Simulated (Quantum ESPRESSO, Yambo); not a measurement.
# Quasiparticle gap of SnSe2 (1T monolayer) in Yambo, part 3 of 3

Aim: the G0W0 gap of SnSe2 (1T monolayer) on PBE, step by step.

Quantum ESPRESSO 7.5 and Yambo 5.3.0; PBE and many-body steps on it, plane waves. Known limits of the many-body steps: not at the basis limit; no spin-orbit coupling.

So far. Step 3 (Bands along the symmetry lines): The gap is 0.780 eV, −0.059 eV from the run before at this level. Step 4 (Empty states on the mesh, 6×6×1 mesh, 168 bands): On this mesh the gap is 0.791 eV.

## (6) Screening and self-energy, 6×6×1 mesh, 168 bands, screening to 129.3 eV

G0W0 replaces the xc potential by the self-energy, built once from these orbitals. Only a window of levels is corrected, while the sums run over the empty bands that the input names.

This step: G0W0 on PBE, plane waves, norm-conserving pseudopotentials.

The input, gw1.in:

```
HF_and_locXC
gw0
dyson
ppa
em1d
rim_cut
rim_w
RandQpts= 3000000
RandGvec= 100 RL
CUTGeo= "slab z"
RandGvecW= 9 RL
EXXRLvcs= 104 Ry
VXCRLvcs= 416 Ry
Chimod= "HARTREE"
% BndsRnXp
 1 | 168 |
%
NGsBlkXp= 9.5 Ry
% LongDrXp
 1 | 1 | 0 |
%
% GbndRnge
 1 | 168 |
%
DysSolver= "n"
ExtendOut
PPAPntXp= 27.21138 eV
% QPkrange
 2 | 2 | 34 | 37 |
 4 | 4 | 34 | 37 |
 1 | 1 | 34 | 37 |
%
```

On the command line:

```sh
$ OMP_NUM_THREADS=2 mpirun -n 8 yambo -F gw1.in -J gw1 -C gw1 > gw1.log
```

The program printed:

```text
 Yambo, version 5.3.0

 [02] CORE Variables Setup
 =========================

  [... cell, symmetries and grids as in the set-up ...]

  [02.05] Energies & Occupations
  ==============================

  [X] === General ===
  [X] Electronic Temperature                        :  0.000000  0.000000 [eV K]
  [X] Bosonic    Temperature                        :  0.000000  0.000000 [eV K]
  [X] Finite Temperature mode                       : no
  [X] El. density                                   :  0.35949E+24 [cm-3]
  [X] Fermi Level                                   :  0.139164 [eV]

  [X] === Gaps and Widths ===
  [X] Conduction Band Min                           :  0.791107 [eV]
  [X] Valence Band Max                              :  0.000000 [eV]
  [X] Filled Bands                                  :   35
  [X] Empty Bands                                   :   36  168
  [X] Direct Gap                                    :  1.097116 [eV]
  [X] Direct Gap localized at k                     :   4
  [X] Indirect Gap                                  :  0.791107 [eV]
  [X] Indirect Gap between kpts                     :   2   4
  [X] Last valence band width                       :  0.770972 [eV]
  [X] 1st conduction band width                     :  1.364755 [eV]

 [03] Transferred momenta grid and indexing
 ==========================================

 IBZ Q-points                                      :   7
 BZ  Q-points                                      :   36

 K/Q-points units:
 rlu = crystal or reduced units; cc = cartesian coordinates; iku = interal k-units

 Q [1]          [rlu]:  0.000000  0.000000  0.000000
 Q [2]          [rlu]:  0.10056E-17  0.16667       0.0000
 Q [3]          [rlu]:  0.20113E-17  0.33333       0.0000
 Q [4]          [rlu]: -0.30169E-17 -0.50000       0.0000
 Q [5]          [rlu]:  0.166667  0.166667  0.000000
 Q [6]          [rlu]:  0.166667  0.333333  0.000000
 Q [7]          [rlu]:  0.333333  0.333333  0.000000

 [04] Coloumb potential Random Integration (RIM)
 ===============================================

 Performing RIM of v_slab

  [04.01] RIM initialization
  ==========================

  * Diagonal components only detected *

  8 x (sBL volume)        :  0.041948 [a.u.]
  sBZ random points       :  3000000
  Points outside the sBZ  :  24001124
  RL volume               :  0.188768 [a.u.]
  Integrated volume       :  0.188759 [a.u.]

  [04.02] RIM integrals
  =====================

  Gamma point sphere radius             :  0.038807 [a.u.]
  Points outside the sphere             :  2398760
  [Int_sBZ(q=0) 1/q^2]*(Vol_sBZ)^(-1/3) =:  7.487430
                                 should be <:  7.795600

  Summary of Coulomb integrals for non-metallic bands |Q|[au] RIM/Bare

  Q [1] 0.100000E-4 0.960469 * Q [2] 0.165273 0.996474
  Q [5] 0.286262 1.024077 * Q [3] 0.330547 1.023100
  Q [6] 0.437272 1.017383 * Q [4] 0.495820 1.014719
  Q [7] 0.572524 1.011165
  Non-periodic chartesian directions : none
  Optical renormalization            :  28.34589 [au]
  Polarizability dimension           : length

 [05] Coloumb potential CutOffslab
 =================================

 Cut directionsZ
 Slab Cutoff:Z
 Symmetry test passed : yes

 [06] Dipoles
 ============

  [06.01] Setup: observables and procedures
  =========================================

  [WARNING] [x,Vnl] slows the Dipoles computation. To neglect it rename the ns.kb_pp file

 [07] Dynamic Dielectric Matrix (PPA)
 ====================================

 [SLK-Inversion]  Pools        :  2
 [SLK-Inversion]  BLACS grid   :  2  2

 [WR./gw1//ndb.pp]---------------------------------------------------------------
  Brillouin Zone Q/K grids (IBZ/BZ)                :    7   36    7   36
  RL vectors                                       :  27469 [WF]
  Coulomb cutoff potential                         : slab z
  Electronic Temperature                           :  0.000000 [K]
  Bosonic    Temperature                           :  0.000000 [K]
  PPA    diel. fun.  energies                      : Perdew, Burke & Ernzerhof(X)+Perdew, Burke & Ernzerhof(C)
  wavefunctions                                    : Perdew, Burke & Ernzerhof(X)+Perdew, Burke & Ernzerhof(C)
  Global Gauge                                     : length
  X matrix size                                    :   713
  X band range                                     :    1  168
  X e/h energy range                               : -1.000000 -1.000000 [eV]
  X Time ordering                                  : R
  X Hxc Kernel                                     : HARTREE
  X Drude frequency                                :  0.000000  0.000000
  X poles                                          :  100.0000 [o/o]
  RL vectors in the sum                            :  27469
  [r,Vnl] included                                 : yes
  Field direction                                  :  0.707107E-5  0.707107E-5   0.00000
  BZ energy Double Grid                            : no
  BZ energy DbGd points                            : 0
  BZ Q point size factor                           : -1.000000
  X Optical Averaged directions                    : none

 [08] Local Exchange-Correlation + Non-Local Fock
 ================================================

 [VXC] Plane waves :  188291
 [EXS] Plane waves :  23571

 QP @ state[ 1 ] K range:  1  2
 QP @ state[ 1 ] b range:   34   37
 QP @ state[ 2 ] K range:   4   4
 QP @ state[ 2 ] b range:   34   37

 [xc] Functional : Perdew, Burke & Ernzerhof(X)+Perdew, Burke & Ernzerhof(C)
 [xc] LIBXC used to calculate xc functional
  PP Number of Atomic Species                      :  2
  NLCC RL compoments                               :  188291
  PP Number of Atomic Species                      :  2
  NLCC RL compoments                               :  188291

 [xc] E_xc :  -68.29994 [Ha]
      E_xc :  -136.5999 [Ry]

  Local XC kind (lXC) : Perdew, Burke & Ernzerhof(X)+Perdew, Burke & Ernzerhof(C)
  Non-Local XC kind (nlXC) : Hartree-Fock

  Corrections @ K [1] :  [eV]
 <34|nlXC|34> = -16.39524 -0.70199E-17 <34|lXC|34> = -14.46547  0.23602E-15
 <35|nlXC|35> = -16.39527 -0.57152E-17 <35|lXC|35> = -14.46547 -0.18882E-15
 <36|nlXC|36> = -10.19742 -0.91798E-18 <36|lXC|36> = -13.19944  0.94408E-16
 <37|nlXC|37> = -7.445532 -0.29671E-17 <37|lXC|37> = -11.35150 -0.47204E-16

  Corrections @ K [2] :  [eV]
 <34|nlXC|34> = -15.66839 -0.98721E-17 <34|lXC|34> = -12.98747 -0.28323E-15
 <35|nlXC|35> = -16.41488 -0.50463E-17 <35|lXC|35> = -14.45976  0.15931E-15
 <36|nlXC|36> = -10.79423  0.48857E-18 <36|lXC|36> = -14.21609  0.94408E-16
 <37|nlXC|37> = -6.994588  0.75047E-18 <37|lXC|37> = -10.94050 -0.94408E-16

  Corrections @ K [4] :  [eV]
 <34|nlXC|34> = -16.00895 -0.78543E-17 <34|lXC|34> = -13.46403 -0.47204E-16
 <35|nlXC|35> = -16.32445 -0.10282E-16 <35|lXC|35> = -14.16694  0.94408E-16
 <36|nlXC|36> = -9.765954  0.49515E-17 <36|lXC|36> = -12.75430 -0.23602E-16
 <37|nlXC|37> = -7.062383 -0.12812E-17 <37|lXC|37> = -11.14488 -0.12981E-15

 [09] Dyson equation: Newton solver
 ==================================

  [09.01] RIM-W interpolation
  ===========================

  [WARNING] RIM-W works only for 2D semiconductors with slab cutoff
  Found compatible q grid: 2D
  q_min[ 1 ]:  0.16667      0.82481E-12   0.0000     [rlu]
   0.166667  0.083333  0.000000 [iku]
  q_min[ 2 ]:  0.10056E-17  0.16667       0.0000     [rlu]
   0.10056E-17  0.16667       0.0000     [iku]
  G-vectors :   9
  G-vectors loaded:   63
  Number of interpolated frequencies:  2

  Evaluating coefficients q = 0
  Evaluating coefficients q = 0

  [09.02] RIM-W integrals
  =======================

  8 x (sBL volume)        :  0.041948 [a.u.]
  sBZ random points       :  3000000
  Points outside the sBZ  :  24001124
  RL volume               :  0.188768 [a.u.]
  Integrated volume       :  0.188759 [a.u.]

  [09.03] RIM integrals
  =====================

  Comparison between head Wc = W - v averages: < Wc > [au] RIM-W/RIM

   < -Wc [Q = 1] > 0.333980E-1 0.417177E-4 * < -Wc [Q = 2] > 0.005519 0.005353
   < -Wc [Q = 3] > 0.001069 0.001050 * < -Wc [Q = 4] > 0.370503E-3 0.366433E-3
   < -Wc [Q = 5] > 0.001544 0.001514 * < -Wc [Q = 6] > 0.526203E-3 0.521178E-3
   < -Wc [Q = 7] > 0.255985E-3 0.254714E-3

  Comparison between head Wc = W - v averages: < Wc > [au] RIM-W/RIM

   < -Wc [G = 1,G`=0] > 0.333980E-1 0.417177E-4 * < -Wc [G = 2,G`=0] >-0.001767 0.000000
   < -Wc [G = 3,G`=0] >-0.001767 0.000000 * < -Wc [G = 4,G`=0] >-0.263734E-4  0.00000
   < -Wc [G = 5,G`=0] >-0.263555E-4  0.00000 * < -Wc [G = 6,G`=0] > 0.149806E-3  0.00000
   < -Wc [G = 7,G`=0] > 0.149786E-3  0.00000 * < -Wc [G = 8,G`=0] >-0.222435E-4  0.00000
   < -Wc [G = 9,G`=0] >-0.222419E-4  0.00000

 [10] G0W0 (W PPA)
 =================

 [  GW  ] Bands range     :    1  168
 [GW/PPA] G damping       :  0.100000 [eV]

 QP @ state[ 1 ] K range:  1  2
 QP @ state[ 1 ] b range:   34   37
 QP @ state[ 2 ] K range:   4   4
 QP @ state[ 2 ] b range:   34   37

  Sc/G bands                                       :    1  168
  Sc/G damping                                     :  0.100000 ev
  Sc bands terminator                              : no
  Sx RL components                                 :  23571

  QP @ state[ 1 ] K range                          :  1  2
  QP @ state[ 1 ] b range                          :   34   37
  QP @ state[ 2 ] K range                          :   4   4
  QP @ state[ 2 ] b range                          :   34   37
  GF energies kind                                 : Perdew, Burke & Ernzerhof(X)+Perdew, Burke & Ernzerhof(C)
  GF WF`s kind                                     : Perdew, Burke & Ernzerhof(X)+Perdew, Burke & Ernzerhof(C)
  Xs energies kind                                 : Perdew, Burke & Ernzerhof(X)+Perdew, Burke & Ernzerhof(C)
  Xs WF`s kind                                     : Perdew, Burke & Ernzerhof(X)+Perdew, Burke & Ernzerhof(C)

 [14] Game Over & Game summary
```

Run time: 5.4 min. Hardware: 8 MPI ranks of Arm Neoverse V2, shared host; peak memory 12 GiB.

Numbers from this step:

```
G0W0 gap on the points computed              : 1.861 eV
starting gap on the mesh                     : 0.7911 eV
k of the valence top                         : 0, 0.1667, 0
k of the conduction bottom                   : 0, -0.5, 0
least direct G0W0 gap on the computed points : 2.225 eV
Z at the valence top                         : 0.7467
Z at the conduction bottom                   : 0.7633
```

The gap on the mesh goes from 0.79 eV to 1.86 eV, a correction of +1.07 eV. The start differs from the 0.84 eV found before because the two sample other k points.

Limits: finite bands, cutoff and mesh; no spin-orbit coupling. v1 is the top filled band, c1 the lowest empty one. The levels before and after the correction (eV, zero at the valence-band top of each column):

|  | conduction bottom | valence top |
| --- | --- | --- |
| Kohn-Sham | 0.79 | 0.00 |
| G0W0 | 1.86 | 0.00 |

```
                    level  energy (eV)
Kohn-Sham  (0 0.167 0) v2       -0.856
Kohn-Sham  (0 0.167 0) v1        0.000
Kohn-Sham  (0 0.167 0) c1        2.156
Kohn-Sham  (0 0.167 0) c2        3.814
Kohn-Sham   (0 -0.5 0) v2       -0.649
Kohn-Sham   (0 -0.5 0) v1       -0.306
Kohn-Sham   (0 -0.5 0) c1        0.791
Kohn-Sham   (0 -0.5 0) c2        4.099
     G0W0  (0 0.167 0) v2       -1.073
     G0W0  (0 0.167 0) v1        0.000
     G0W0  (0 0.167 0) c1        3.395
     G0W0  (0 0.167 0) c2        4.785
     G0W0   (0 -0.5 0) v2       -0.825
     G0W0   (0 -0.5 0) v1       -0.364
     G0W0   (0 -0.5 0) c1        1.861
     G0W0   (0 -0.5 0) c2        5.086
```

## (7) Where the time went

Times are wall times on the hardware named with each run, good to a factor of about two.

```csv
step,time,share,memory (GiB)
ground state,18 s,5 %,2.1
bands along the symmetry lines,8.4 s,2 %,3.2
empty states on the mesh,21 s,6 %,2.3
conversion and set-up,3.6 s,1 %,0.27
screening and self-energy,5.4 min,86 %,12
```

## (8) Outcome

```yaml
pbe_gap: 0.78 eV, indirect
g0w0_gap_on_the_mesh: 1.86 eV
gw_settings: 6×6×1 mesh, 168 bands, screening to 129.3 eV, Godby-Needs plasmon pole
known_limits: not at the basis limit; no spin-orbit coupling
```

G0W0 moves the gap on the mesh from 0.79 eV to 1.86 eV (+1.07 eV), with Z of 0.75 and 0.76 at the edges. Only 3 of the mesh's irreducible points were corrected, so a valley elsewhere could overtake. The dearest step here is «screening and self-energy». Bands and cutoff are finite, so the gap is not at the basis limit. The miss can reach some tenths of an eV and take either sign; the mesh is an error of its own. In the G0W0 run levels were corrected at 3 k points alone, so a gap called «on the mesh» is the least over those, and an edge elsewhere would be missed. The many-body steps are scalar-relativistic: spin-orbit coupling is not in them.

[Paths, hosts, dates, memory and timing lines, banners, echoed tables and standing remarks are left out of the program output.]

[Logs are printed without paths, hosts, clocks, repeated set-up lines and the standing remarks that a program may print on its own settings, such as how far it seeks lower states.]

[Runs of the session that timed out or met a known fault of the program may be left out.]

[Hosts, paths, dates, database ids (printed as entryN), source tags and the programs' standing remarks are cut or masked in the printed files.]
